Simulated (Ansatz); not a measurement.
# Static equation of state of random alloy of the diamond Si-C (dilute carbon) line, x = 0.1094 (64 atoms)

The cell holds 64 atoms: 57 Si and 7 C. Cell: a = 10.499 Å, b = 10.509 Å, c = 10.456 Å, α = 90.1°, β = 90.1°, γ = 90.2°. It derives from Si (diamond Si-C (dilute carbon)) and C, repeated 2×2×2. The starting structure: Diamond Si-C (dilute carbon): 64 atoms, 7 of 64 Si sites given to C at random, cell and internal coordinates interpolated linearly between the end members (Vegard's rule); not relaxed, displaced by a Gaussian of 0.02 Å. Lattice constants are starting values near those of PBE.

Calculated with Ansatz 0.2.0: Kohn-Sham DFT, PBE, PAW (set soft_2), plane waves; cutoff 420 eV, Γ point, fixed occupations. Cell and atoms were relaxed first, to V0 = 18.026 Å³ an atom at a residual P0 = -0.004 GPa. The cell was then scaled evenly, and the atoms were relaxed at each volume.

| volume (Å³/atom) | pressure (GPa) |
| --- | --- |
| 16.223 | ? |
| 16.944 | 5.957 |
| 17.485 | 2.833 |
| 18.566 | -2.625 |
| 19.107 | -4.931 |

Task: Fit the third-order Birch–Murnaghan equation to the rows given and extrapolate to the withheld row.

**Working.**

Take the Eulerian strain f = ½[(V0/V)^(2/3) − 1] and the normalised pressure F = (P − P0) / [3f(1 + 2f)^(5/2)]. The third-order Birch–Murnaghan equation is then the line F = B0 + (3/2)B0(B′ − 4) f, so u = f and v = F.

| u = f | v = F (GPa) |
| --- | --- |
| 0.0210564 | 85.1176 |
| 0.0102569 | 87.6426 |
| -0.00975637 | 94.0401 |
| -0.0190504 | 94.9873 |

With n = 4: mean u = 6.2664e-4, mean v = 90.4469, Σ(u − ū)² = 0.0010051, Σ(u − ū)(v − v̄) = -0.26253. Slope b = -0.26253 / 0.0010051 = -261.20; intercept a = v̄ − b ū = 90.611.

So B0 = a = 90.6 GPa and B′ = 4 + 2b/(3a) = 2.08. At the withheld volume f = 0.03638, F = a + b f = 81.11 GPa, and P = P0 + 3f(1 + 2f)^(5/2) F.

Prediction at 16.223: 10.55 GPa. The run gave 10.48 GPa, so the fit is high by 0.073 GPa (0.69 % of the value).

Among the rows given, the largest miss of the fit is at 19.107, by 0.031 GPa (0.20 % of the range of the table).

Limits: Static cells at zero temperature; the cell shape is held. The program notes that the SCF threshold of these relaxations is loose for the stress. Only the Γ point is sampled, in a cell whose shortest periodic width is 10 Å.

[Hosts, paths, dates, database ids (printed as entryN), source tags and the programs' standing remarks are cut or masked in the printed files.]
